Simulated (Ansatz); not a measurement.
Two G0W0 runs on Te2Mo (P6_3/mmc).

The structure is hexagonal, space group P6_3/mmc (No. 194). The conventional cell has a = 3.518 Å, b = 3.518 Å, c = 13.974 Å, α = 90.00°, β = 90.00°, γ = 120.00°. Te has 3 Mo at 2.72 Å nearest. Nearest to Mo lie 6 Te at 2.72 Å. Farther neighbours and most contacts between anions are not listed.

```
Te Mo
1.0
     3.51820    0.00000    0.00000
    -1.75910    3.04685    0.00000
     0.00000    0.00000   13.97360
Te Mo
4 2
Direct
  0.33333 0.66667 0.62100
  0.66667 0.33333 0.12100
  0.33333 0.66667 0.87900
  0.66667 0.33333 0.37900
  0.33333 0.66667 0.25000
  0.66667 0.33333 0.75000
```

The cell and positions come from the Crystallography Open Database and are kept as given unless a step says otherwise. Spin-orbit coupling is left out unless a run names it. PAW set soft_2, made with PBE.

The first (Ansatz 0.2.0; start PBE, 6×6×2 mesh, 1035 empty bands, screening to 210 eV; 1 × NVIDIA H100 80GB HBM3 (shared by 6 runs) with 3 threads of AMD EPYC 7R13 (Zen 3), shared host) gave, on its mesh: starting gap 0.83 eV, G0W0 gap 1.02 eV, RPA ε∞ (mean) 16.56, 100 s.

Question: The second changes empty bands from 1035 to 481 and screening cutoff (eV) from 210.0 to 126. What does it give?

It gave: starting gap 0.83 eV, G0W0 gap 1.00 eV, RPA ε∞ (mean) 16.67, 39 s. The G0W0 gap moves by −0.02 eV, +0.00 eV from the start and −0.02 eV from the correction. Σc changes by +0.16 eV at the valence top and +0.14 eV at the conduction bottom, and Σx − Vxc between them by +0.00 eV.

Limits: not at the basis limit; no spin-orbit coupling; coarse k mesh.

[Paths, hosts, dates, memory and timing lines, banners, echoed tables and standing remarks are left out of the program output.]

[Logs are printed without paths, hosts, clocks, repeated set-up lines and the standing remarks that a program may print on its own settings, such as how far it seeks lower states.]

[Runs of the session that timed out or met a known fault of the program may be left out.]

[Cells called generated may have been cut or substituted from an entry of the Crystallography Open Database or the Materials Project.]

[Hosts, paths, dates, database ids (printed as entryN), source tags and the programs' standing remarks are cut or masked in the printed files.]
